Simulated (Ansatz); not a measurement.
# Relaxing random alloy of the bcc Mo-W line, x = 0.6296 (54 atoms), part 2 of 2

Wanted: the relaxed structure of random alloy of the bcc Mo-W line, x = 0.6296 (54 atoms) and its electronic structure.

Ansatz 0.2.0; Kohn-Sham DFT, PBE, PAW (set soft_2), plane waves.

The cell: 20 Mo and 34 W. The host structure and its lattice constant were typed by rule, without a check against the phase diagram. The levels lack spin–orbit coupling.

So far. Step 3 (Cell and atoms relaxed): The relaxation changed the energy by -7.89 meV/atom, and atoms moved by 0.031 Å r.m.s., 0.059 Å at most.

## (5) Single point at the relaxed geometry

The electronic structure is read at the final geometry, in a run of its own.

File input.yaml:

```yaml
crystal:
  lattice:
    - [9.52384, 0.00028, -7.0e-05]
    - [0.00028, 9.52444, 0.00011]
    - [-7.0e-05, 0.00011, 9.5245]
  atoms:
    - { symbol: Mo, position: [6.0e-05, 0.00019, 0.99977] }
    - { symbol: Mo, position: [0.16655, 0.16689, 0.16645] }
    - { symbol: W, position: [0.00022, 0.0004, 0.33361] }
    - { symbol: Mo, position: [0.16667, 0.16713, 0.50035] }
    [... 44 atom lines left out ...]
    - { symbol: W, position: [0.667, 0.66648, 0.99993] }
    - { symbol: W, position: [0.8336, 0.83338, 0.16663] }
    - { symbol: Mo, position: [0.66679, 0.66659, 0.33346] }
    - { symbol: W, position: [0.83347, 0.83322, 0.50026] }
    - { symbol: W, position: [0.66682, 0.66651, 0.66679] }
    - { symbol: Mo, position: [0.83353, 0.8335, 0.83336] }
kpoints:
  mp_grid: { grid: [2, 2, 2] }
hamiltonian:
  xc: pbe
scf:
  occupations: { method: fermi_dirac, width: 0.1 }
output:
  forces: true
  stress: true
  populations: true
  dos:
    method: { smearing: { sigma: 0.08 } }
    de: 0.05
    projected: { site_lists: { Mo: [Mo], W: [W] } }
  eigenvalues: true
  write_density: true
  write_potential: true
  volumetric_format: npy
```

Launch:

```bash
$ ansatz run input.yaml --threads 5 --pin off --max-ram 76800MiB --backend cuda --events-out ev --progress --plain --runs-dir out
```

Log:

```text
[...]
GPU FFT provider: cuFFT
GPU libraries: cuBLAS 13.8.2, cuFFT 12.4.0, cuSOLVER 12.3.4
Crystal: 54 atoms, lattice volume = 863.960 Å³
Basis set: ecut = 420 eV, 16879 PW (Γ), exchange–correlation on 128×128×128 points (8 copies of the dense FFT grid, shifted against one another)
Bands: 454, of which v1, the nominal top of the filled ones, is band 378 counted from 1 (377 counted from 0)
Symmetry: 1 space group operations
[...]
k-points: 8
[...]
GPU buffer pool allocated for 262144 grid points (all kernels)
[...]
SCF iter   1: F=—  HF=-452205.752490 eV  |F-HF|=—  |Δ(HF+E_count)|=         —  Δρ=2.89e-3  dr2=2.44e-1  ethr=1.77e-3  ⟨swp⟩=4.0  Hψ=13145  notcnv=0
[...]
SCF iter   7: F=-452205.738044 eV  HF=-452205.738044 eV  |F-HF|=2.68e-9  |Δ(HF+E_count)|=   2.20e-8  Δρ=5.33e-7  dr2=3.77e-9  ethr=1.32e-11  ⟨swp⟩=12.6  Hψ=36636  notcnv=0
SCF 1 converged in 7 iterations: F = -452205.738044 eV  dr2 = 3.77e-9
[...]
SCF converged after 7 iterations
Free energy (F): -452205.738044 eV
[...]
Internal energy: -452204.933819 eV  (E = F + TS)
E sigma→0 (E₀):  -452205.335931 eV
Entropy (-TS):   -0.804225 eV (-14.893 meV/atom)
Fermi energy:    21.701629 eV
[...]
--- Forces (eV/Å), atoms counted from 1 ---
  atom   1  Mo    -0.00020358     0.00069558    -0.00100271
  atom   2  Mo    -0.00019983     0.00069811     0.00027355
  atom   3  W     -0.00135393    -0.00044600     0.00034434
  atom   4  Mo     0.00031956    -0.00063385     0.00055573
  atom   5  W     -0.00038095     0.00000614    -0.00041360
  atom   6  Mo     0.00077435     0.00002064     0.00054860
  atom   7  W     -0.00072623    -0.00013736    -0.00073471
  atom   8  W      0.00132320     0.00064356     0.00134605
  atom   9  W     -0.00065187     0.00010017    -0.00022441
  atom  10  W     -0.00001736     0.00033219     0.00005619
  atom  11  Mo    -0.00141697     0.00061279    -0.00004539
  atom  12  W      0.00143881    -0.00147844    -0.00027517
  atom  13  W      0.00042149    -0.00046907    -0.00074542
  atom  14  W      0.00033097    -0.00051467    -0.00026330
[...]
atom  53  W     -0.00094236    -0.00082073     0.00028039
  atom  54  Mo     0.00032744     0.00007176    -0.00072060
  max |Σ_I F_I| component: 3.03e-6 eV/Å
--- Stress (GPa, compression-positive) ---
       -0.002873      -0.003267       0.000121
       -0.003267      -0.003324      -0.000027
        0.000121      -0.000027      -0.002885
  P = ⅓ Tr σ = -0.0030 GPa (-0.030 kbar)
--- Band table (eV; the first three rows and the last of 8) ---
[...]
--- Löwdin populations: 54 sites ---
  site symbol       q [e]
     0     Mo     14.0019
     1     Mo     14.0780
     2      W     13.8101
[...]
53     Mo     14.0397
  spilling = 0.008282 (of n_electrons = 756.000000)
```

Run time: 6.1 s. Hardware: 1 × NVIDIA H100 80GB HBM3 with 5 threads of AMD EPYC 7R13 (Zen 3), shared host; peak memory 1.9 GiB; 14 s of CPU time.

That memory is the host's; the program planned up to 14.5 GiB on the GPU.

The run gave:

```
free energy                             : -452205.7380 eV
free energy per atom                    : -8374.1803 eV/atom
SCF cycles                              : 7
pressure                                : -0.003027 GPa
r.m.s. force component                  : 0.00063 eV/Å
longest force                           : 0.00208 eV/Å
Fermi energy                            : 21.7 eV
levels partly filled by over 2 per cent : 87
spilling of the projection              : 0.008282
```

Density of states as counts of states in windows of 1 eV (from the Fermi level), total and the larger projections:

```
from (eV)  to (eV)  total   W d  Mo d  W s
      -18       -9    0.0   0.0   0.0  0.0
       -9       -8    1.8   0.0   0.0  1.2
       -8       -7    4.1   0.1   0.1  2.8
       -7       -6   10.7   1.7   0.9  6.2
       -6       -5   32.2  14.3   7.9  7.1
       -5       -4   52.9  28.0  16.2  3.8
       -4       -3   66.7  39.2  24.3  1.0
       -3       -2   70.8  39.1  26.6  1.8
       -2       -1   59.3  30.7  19.6  3.4
       -1        0   25.9  13.2   8.8  1.1
        0        1   37.2  19.6  14.7  0.5
        1        2   67.1  36.5  28.0  0.6
```

The levels nearest the highest filled one (over half full), pooled over k-points and spins:

```
level less the highest filled one (eV)  occupation
                               -0.0282        1.19
                               -0.0278        1.19
                               -0.0204        1.15
                               -0.0163        1.13
                               -0.0058        1.08
                                     0        1.05
                                0.0285       0.908
                                0.0795       0.666
                                 0.187       0.291
                                 0.192       0.279
                                 0.200        0.26
                                 0.201       0.258
```

Valence density in the ac plane at fractional y = 0.000, with atoms of Mo and W within 0.2 Å of it. It is the smooth field of the valence electrons, not physical close to the nuclei.

Ten even steps from '_' (0.2 e/Å³) to '@' (6.5 e/Å³), each cell a mean:
```
@@**::________--####**::________--####**::________--%%
--::__________..----::__________..----::__________..--
______________________________________________________
______________________________________________________
______________________________________________________
..______________....______________....______________..
**==..________::++**==..________::**##==..________::++
**##::________==##**##::________==@@@@##::________==##
##**::________--####**::________--%%@@**::________--##
--::__________..----::__________..::--::__________..--
______________________________________________________
______________________________________________________
______________________________________________________
..______________....______________....______________..
**==..________::++**==..________::++**==..________::++
**##::________==##**##::________==##**##::________==##
##**::________--####**::________--####**::________--##
--::__________..----::__________..----::__________..--
______________________________________________________
______________________________________________________
______________________________________________________
..______________....______________....________________
##==..________::++**==..________::++**==..________::**
@@##::________==##**##::________==##**##::________==@@
```
Columns run along a (9.5 Å), rows up along c (9.5 Å). Atoms in or near the plane, at fractional coordinates: Mo at (0.00, 0.00), W at (0.00, 0.33), W at (0.00, 0.67), W at (0.33, 0.00), W at (0.33, 0.33), W at (0.33, 0.67), W at (0.67, 0.00), W at (0.67, 0.33), Mo at (0.67, 0.67).

Electrostatic potential energy in the ac plane at fractional y = 0.000, with atoms of Mo and W within 0.2 Å of it. With pseudopotentials it is smooth inside the atoms' cores, unlike the true potential.

Ten even steps from '0' (-51 eV) to '9' (23 eV), each cell a mean:
```
015899741025899741025899730
358999974458999974458999974
899999998889999998889999998
999999999999999999999999999
999999999999999999999999999
678999986679999987679999987
136999852136999851136999852
015899730015899720004899730
025899741025899730015899741
458999974458999974358999974
889999998889999998899999998
999999999999999999999999999
999999999999999999999999999
678999986678999987678999987
136999852136999852136999852
015899730015899730015899730
025899741025899741025899741
458999974458999974458999974
889999998889999998889999998
999999999999999999999999999
999999999999999999999999999
679999987679999987678999987
136999852136999852136999851
005899730015899730015899720
```
Columns run along a (9.5 Å; values clipped at the 3rd and 97th percentile), rows up along c (9.5 Å). Atoms in or near the plane, at fractional coordinates: Mo at (0.00, 0.00), W at (0.00, 0.33), W at (0.00, 0.67), W at (0.33, 0.00), W at (0.33, 0.33), W at (0.33, 0.67), W at (0.67, 0.00), W at (0.67, 0.33), Mo at (0.67, 0.67).

Within 0.4 eV of the Fermi level the largest share is W d (56 % of the projected weight).

The surroundings of W37, picked at random, nearest first, numbered as they follow in the input and with coordinates relative to it.

```
atom      x      y      z  distance (Å)
 W37   0.00   0.00   0.00          0.00
Mo54   1.59  -1.59  -1.59          2.75
Mo42   1.59   1.59  -1.59          2.75
 W36  -1.59  -1.59  -1.59          2.75
 W38   1.58   1.59   1.59          2.75
 W50   1.59  -1.59   1.59          2.75
 W24  -1.59   1.59  -1.59          2.75
 W20  -1.59   1.59   1.59          2.75
 W32  -1.59  -1.59   1.59          2.76
 Mo1   3.17   0.00   0.00          3.17
Mo41   0.00   0.00  -3.17          3.17
 W39   0.00   0.00   3.18          3.18
 W49   0.00  -3.18   0.00          3.18
 W43   0.00   3.18   0.00          3.18
 W19  -3.18   0.00   0.00          3.18
```

## (6) K-mesh 3×3×3

A denser mesh tests the sampling of the Brillouin zone.

Edit input.yaml of step 5 so:

```diff
@@ -8,3 +8,3 @@
 kpoints:
-  mp_grid: { grid: [2, 2, 2] }
+  mp_grid: { grid: [3, 3, 3] }
 hamiltonian:
@@ -22,4 +22 @@
   eigenvalues: true
-  write_density: true
-  write_potential: true
-  volumetric_format: npy
```

Log:

```text
[...]
GPU FFT provider: cuFFT
GPU libraries: cuBLAS 13.8.2, cuFFT 12.4.0, cuSOLVER 12.3.4
Crystal: 54 atoms, lattice volume = 863.960 Å³
Basis set: ecut = 420 eV, 16879 PW (Γ), exchange–correlation on 128×128×128 points (8 copies of the dense FFT grid, shifted against one another)
Bands: 454, of which v1, the nominal top of the filled ones, is band 378 counted from 1 (377 counted from 0)
Symmetry: 1 space group operations
[...]
k-points: 14 of 27 (time reversal used)
[...]
GPU buffer pool allocated for 262144 grid points (all kernels)
[...]
SCF iter   1: F=—  HF=-452204.731365 eV  |F-HF|=—  |Δ(HF+E_count)|=         —  Δρ=2.74e-3  dr2=2.00e-1  ethr=1.77e-3  ⟨swp⟩=4.2  Hψ=23468  notcnv=0
[...]
SCF iter   6: F=—  HF=-452204.721251 eV  |F-HF|=—  |Δ(HF+E_count)|=   1.40e-4  Δρ=2.80e-6  dr2=1.24e-7  ethr=3.78e-10  ⟨swp⟩=2.1  Hψ=9230  notcnv=0
SCF iter   7: F=-452204.721251 eV  HF=-452204.721251 eV  |F-HF|=1.46e-9  |Δ(HF+E_count)|=   1.24e-8  Δρ=4.68e-7  dr2=2.65e-9  ethr=1.32e-11  ⟨swp⟩=5.7  Hψ=17842  notcnv=0
SCF 1 converged in 7 iterations: F = -452204.721251 eV  dr2 = 2.65e-9
[...]
SCF converged after 7 iterations
Free energy (F): -452204.721251 eV
[...]
Internal energy: -452203.409222 eV  (E = F + TS)
E sigma→0 (E₀):  -452204.065237 eV
Entropy (-TS):   -1.312028 eV (-24.297 meV/atom)
Fermi energy:    21.702374 eV
[...]
Σ components = -452204.721251   (vs F -452204.721251, Δ=0.00e0)
--- Forces (eV/Å), atoms counted from 1 ---
  atom   1  Mo    -0.00632584    -0.00353655    -0.00628011
  atom   2  Mo    -0.00601198     0.00318020     0.00688797
  atom   3  W     -0.01535675    -0.00404346     0.01539152
  atom   4  Mo     0.00028956    -0.01084494    -0.00263913
[...]
atom  54  Mo    -0.00701953    -0.01072684     0.00057625
  max |Σ_I F_I| component: 1.63e-6 eV/Å
--- Stress (GPa, compression-positive) ---
        0.097552       0.001617      -0.001377
        0.001617       0.102224       0.001126
       -0.001377       0.001126       0.091972
  P = ⅓ Tr σ = 0.0972 GPa (0.972 kbar)
--- Band table (eV; the first three rows and the last of 14) ---
[...]
--- Löwdin populations: 54 sites ---
  site symbol       q [e]
     0     Mo     14.0029
     1     Mo     14.0789
     2      W     13.8111
[...]
53     Mo     14.0396
  spilling = 0.008269 (of n_electrons = 756.000000)
```

The job ended after 8.4 s (1 × NVIDIA H100 80GB HBM3 with 5 threads; peak memory 2 GiB).

That memory is the host's; the program planned up to 22.2 GiB on the GPU.

Geometry and reference: those of the single point at the relaxed geometry.

Forces differ from those of the single point at the relaxed geometry by 7.2 meV/Å r.m.s.; the energy by +19 meV/atom and the pressure by +0.10 GPa.

## (7) Functional r2SCAN (500 eV)

The meta-GGA r2SCAN uses the kinetic energy density as well as the density and its gradient. Besides, the cutoff goes from 420 to 500 eV.

This step: Kohn-Sham DFT, r2SCAN, PAW (set soft_2), plane waves (Ansatz 0.2.0).

Edit input.yaml of step 6 so:

```diff
@@ -8,5 +8,5 @@
 kpoints:
-  mp_grid: { grid: [3, 3, 3] }
+  mp_grid: { grid: [2, 2, 2] }
 hamiltonian:
-  xc: pbe
+  xc: r2scan
 scf:
```

Log:

```text
[...]
GPU FFT provider: cuFFT
GPU libraries: cuBLAS 13.8.2, cuFFT 12.4.0, cuSOLVER 12.3.4
Crystal: 54 atoms, lattice volume = 863.960 Å³
Basis set: ecut = 500 eV, 21975 PW (Γ), exchange–correlation on 288×288×288 points (64 copies of the dense FFT grid, shifted against one another)
Bands: 454, of which v1, the nominal top of the filled ones, is band 378 counted from 1 (377 counted from 0)
Symmetry: 1 space group operations
[...]
k-points: 8
[...]
GPU buffer pool allocated for 373248 grid points (all kernels)
[...]
SCF iter   1: F=—  HF=-452861.032281 eV  |F-HF|=—  |Δ(HF+E_count)|=         —  Δρ=1.31e-2  dr2=3.74e0  dr2_τ=2.48e0  ethr=1.77e-3  ⟨swp⟩=4.5  Hψ=13503  notcnv=0  defer=6
[...]
SCF iter  10: F=—  HF=-452861.264077 eV  |F-HF|=—  |Δ(HF+E_count)|=   2.13e-8  Δρ=2.59e-6  dr2=1.11e-7  dr2_τ=1.99e-8  ethr=1.32e-11  ⟨swp⟩=8.9  Hψ=11580  notcnv=0
SCF iter  11: F=-452861.264077 eV  HF=-452861.264077 eV  |F-HF|=1.77e-8  |Δ(HF+E_count)|=   7.33e-9  Δρ=1.03e-6  dr2=2.25e-8  dr2_τ=3.15e-9  ethr=1.32e-11  ⟨swp⟩=3.0  Hψ=8486  notcnv=0
SCF 1 converged in 11 iterations: F = -452861.264077 eV  dr2 = 2.25e-8
[...]
SCF converged after 11 iterations
Free energy (F): -452861.264077 eV
[...]
Internal energy: -452860.633309 eV  (E = F + TS)
E sigma→0 (E₀):  -452860.948693 eV
Entropy (-TS):   -0.630768 eV (-11.681 meV/atom)
Fermi energy:    21.558261 eV
[...]
Σ components = -452861.264077   (vs F -452861.264077, Δ=0.00e0)
--- Forces (eV/Å), atoms counted from 1 ---
  atom   1  Mo    -0.00451617    -0.00247262     0.00979127
  atom   2  Mo     0.00537696     0.00090695     0.01035257
  atom   3  W     -0.01716792    -0.00015844     0.01056041
  atom   4  Mo     0.00352531    -0.01399860    -0.01098317
[...]
atom  54  Mo    -0.01841691    -0.00106588     0.00329616
  max |Σ_I F_I| component: 1.02e-5 eV/Å
--- Stress (GPa, compression-positive) ---
       -3.669318      -0.005326       0.000172
       -0.005326      -3.666148      -0.003432
        0.000172      -0.003432      -3.683652
  P = ⅓ Tr σ = -3.6730 GPa (-36.730 kbar)
--- Band table (eV; the first three rows and the last of 8) ---
[...]
--- Löwdin populations: 54 sites ---
  site symbol       q [e]
     0     Mo     13.9866
     1     Mo     14.0612
     2      W     13.8002
[...]
53     Mo     14.0235
  spilling = 0.009139 (of n_electrons = 756.000000)
```

The job ended after 8 s (1 × NVIDIA H100 80GB HBM3 with 5 threads; peak memory 2.2 GiB; 19 s of CPU time).

That memory is the host's; the program planned up to 14.8 GiB on the GPU.

Geometry and reference: those of the single point at the relaxed geometry.

Forces differ from those of the single point at the relaxed geometry by 13 meV/Å r.m.s.; the pressure by -3.7 GPa.

## (8) Functional PBEsol

PBEsol restores the gradient expansion of exchange for slowly varying densities and usually gives shorter bonds in solids than PBE.

This step: Kohn-Sham DFT, PBEsol, PAW (set soft_2), plane waves (Ansatz 0.2.0).

Edit input.yaml of step 7 so:

```diff
@@ -10,3 +10,3 @@
 hamiltonian:
-  xc: r2scan
+  xc: pbesol
 scf:
```

Log:

```text
[...]
GPU FFT provider: cuFFT
GPU libraries: cuBLAS 13.8.2, cuFFT 12.4.0, cuSOLVER 12.3.4
Crystal: 54 atoms, lattice volume = 863.960 Å³
Basis set: ecut = 420 eV, 16879 PW (Γ), exchange–correlation on 128×128×128 points (8 copies of the dense FFT grid, shifted against one another)
Bands: 454, of which v1, the nominal top of the filled ones, is band 378 counted from 1 (377 counted from 0)
Symmetry: 1 space group operations
[...]
k-points: 8
[...]
GPU buffer pool allocated for 262144 grid points (all kernels)
[...]
SCF iter   1: F=—  HF=-446673.427130 eV  |F-HF|=—  |Δ(HF+E_count)|=         —  Δρ=5.90e-3  dr2=9.11e-1  ethr=1.77e-3  ⟨swp⟩=4.0  Hψ=13138  notcnv=0
[...]
SCF iter   6: F=—  HF=-446673.345732 eV  |F-HF|=—  |Δ(HF+E_count)|=   5.70e-3  Δρ=3.79e-6  dr2=2.19e-7  ethr=1.24e-9  ⟨swp⟩=2.0  Hψ=5036  notcnv=0
SCF iter   7: F=-446673.345731 eV  HF=-446673.345731 eV  |F-HF|=7.74e-9  |Δ(HF+E_count)|=   2.86e-8  Δρ=6.49e-7  dr2=9.25e-9  ethr=1.32e-11  ⟨swp⟩=7.8  Hψ=12094  notcnv=0
SCF 1 converged in 7 iterations: F = -446673.345731 eV  dr2 = 9.25e-9
[...]
SCF converged after 7 iterations
Free energy (F): -446673.345731 eV
[...]
Internal energy: -446672.523546 eV  (E = F + TS)
E sigma→0 (E₀):  -446672.934639 eV
Entropy (-TS):   -0.822186 eV (-15.226 meV/atom)
Fermi energy:    21.542377 eV
[...]
Σ components = -446673.345731   (vs F -446673.345731, Δ=0.00e0)
--- Forces (eV/Å), atoms counted from 1 ---
  atom   1  Mo    -0.00585286    -0.00504845     0.01641920
  atom   2  Mo     0.00586665     0.00693723     0.00629588
  atom   3  W     -0.01357020    -0.01369100    -0.00013670
  atom   4  Mo    -0.00004070    -0.01252496    -0.01139593
[...]
atom  54  Mo    -0.00489512    -0.00587787     0.00556979
  max |Σ_I F_I| component: 1.98e-6 eV/Å
--- Stress (GPa, compression-positive) ---
       -8.281674      -0.003662       0.000305
       -0.003662      -8.283813      -0.000746
        0.000305      -0.000746      -8.281241
  P = ⅓ Tr σ = -8.2822 GPa (-82.822 kbar)
--- Band table (eV; the first three rows and the last of 8) ---
[...]
--- Löwdin populations: 54 sites ---
  site symbol       q [e]
     0     Mo     13.9982
     1     Mo     14.0720
     2      W     13.8133
[...]
53     Mo     14.0348
  spilling = 0.008237 (of n_electrons = 756.000000)
```

Wall time 6.2 s (1 × NVIDIA H100 80GB HBM3 with 5 threads); peak memory 1.9 GiB; 13 s of CPU time.

That memory is the host's; the program planned up to 14.5 GiB on the GPU.

Geometry and reference: those of the single point at the relaxed geometry.

Forces differ from those of the single point at the relaxed geometry by 8.8 meV/Å r.m.s.; the pressure by -8.3 GPa.

## (9) Cost against change

Differences are against the single point at the relaxed geometry (Kohn-Sham DFT, PBE, PAW (set soft_2), plane waves), whose r.m.s. force component is 6.3e-4 eV/Å. Energies are set beside the reference only for runs with its functional, potentials and electron count. Times are for 1 × NVIDIA H100 80GB HBM3 with 5 threads of AMD EPYC 7R13 (Zen 3), shared host. The reference's time includes grids, which some other runs skip.

```
                       run  Δ force, r.m.s. (meV/Å)  Δ energy (meV/atom)  Δ pressure (GPa)  cycles   time  host memory (GiB)  planned on the GPU (GiB)
                 reference                        -                    -                 -       7  6.1 s                1.9                        14
              k-mesh 3×3×3                     7.18                 18.8             0.100       7  8.4 s                2.0                        22
functional r2SCAN (500 eV)                     12.8                    -             -3.67      11    8 s                2.2                        15
         functional PBEsol                     8.77                    -             -8.28       7  6.2 s                1.9                        14
```

## (10) Results

```json
{
 "energy change in the relaxation": "-7.895 meV/atom",
 "r.m.s. displacement": "0.031 Å",
 "largest displacement": "0.059 Å",
 "free energy per atom": "-8374.1803 eV/atom",
 "density": "15.7 g/cm³",
 "pressure": "-0.003027 GPa",
 "r.m.s. force component": "0.00063 eV/Å",
 "wall time of the 6 DFT runs": "50 s"
}
```

Relaxation lowers the energy by 7.89 meV/atom and moves atoms by 0.031 Å r.m.s.; the r.m.s. force component goes from 0.31 to 6.3e-4 eV/Å. Displacements are taken in the final cell, so they leave out its strain. The cell shrank by 0.1 % in volume. First to last step the energy falls by 0.426 eV, across changes of basis; the largest move, 0.06 Å, is that of Mo42. 87 levels are partly filled, by over 2 % (on the run's k-points), as in a metal.

Among the changes of functional, dispersion, potentials or spin, functional r2SCAN (500 eV) moves the forces most, by 13 meV/Å r.m.s.

[Long decimals in the printed logs are rounded to 6 places.]

[Logs are printed without paths, hosts, clocks, repeated set-up lines and the standing remarks that a program may print on its own settings, such as how far it seeks lower states.]

[Hosts, paths, dates, database ids (printed as entryN), source tags and the programs' standing remarks are cut or masked in the printed files.]

[A walk said to have stopped at its limit may instead have ended on an SCF cycle that didn't converge.]
